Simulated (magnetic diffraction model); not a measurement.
# Moment size from magnetic intensity in TiCo2Te4

Space group I-42m (no. 121), a = 5.4990 Å, c = 10.3430 Å.

```csv
site,atom,x,y,z
8i,Te,0.7623,0.7623,0.1237
4d,Co,0,1/2,1/4
2b,Ti,1/2,1/2,0
```

The compound is invented for this exercise: a known structure type with other elements, its cell scaled to their sizes and not relaxed.

Only Co is taken to order (form factors of Co2+); orders and moment sizes are assumed, and not adapted to the symmetry. Radiation: neutrons of λ = 1.594 Å, 8° to 50°; isotropic B of 0.69 Å² (Te), 0.63 Å² (Co) and 0.78 Å² (Ti). The intensities are simulated: I ∝ L Σ (|F_N|² + |F_M⊥|²) for unpolarised neutrons, with F_M = 2.695 fm/μB × Σ f(s) S exp(2πi Q·r) exp(−B s²) at Q = H ± k (one set where k and −k are equivalent), only the part normal to Q counting and L = 1/(sin²θ cos θ). For collinear order S is the moment m, which repeats by lattice and centring translations R with the sign exp(−2πi k·R). Form factors are spin-only for 3d ions and dipole or tabulated for f ions, scattering lengths are Sears's of 1992, and absorption is left out. A label names one of the reflections at its angle. The strongest nuclear line in the range is 100, and lines under 0.2 are left out.

In a first state the assumed order is k = (0 0 0), collinear moments along [100], 2.25 μB on Co; signs + at (0, 1/2, 1/4), − at (1/2, 0, 1/4), with this pattern:

```
2θ (°)    index  nuclear  magnetic
 17.73  (0 0 2)      8.4       0.0
 18.89  (1 0 1)     10.2      34.0
 23.66  (1 1 0)     10.1       0.0
 29.72  (1 1 2)    100.0       0.0
 31.67  (1 0 3)      0.8      12.6
 33.70  (2 0 0)     33.4       0.0
 35.91  (0 0 4)     15.2       0.0
 38.33  (2 0 2)      8.8       0.0
 38.92  (2 1 1)      2.4       8.2
 43.45  (1 1 4)      6.6       0.0
 46.92  (2 1 3)      4.4       5.5
 48.40  (2 2 0)     21.6       0.0
 48.62  (1 0 5)      0.3       3.4
```

**Question.** Nearer the ordering temperature the line at 18.89° has total intensity 34.6 on the same scale, and all moments have shrunk alike. How large is the Co moment?

The nuclear part, 10.2, stays, so the magnetic part is 24.5 against 34.0. It goes as m², so m = 2.25 × √(24.5/34.0) = 1.91 μB; the value used was 1.91 μB.

[Logs are printed without paths, hosts, clocks, repeated set-up lines and the standing remarks that a program may print on its own settings, such as how far it seeks lower states.]
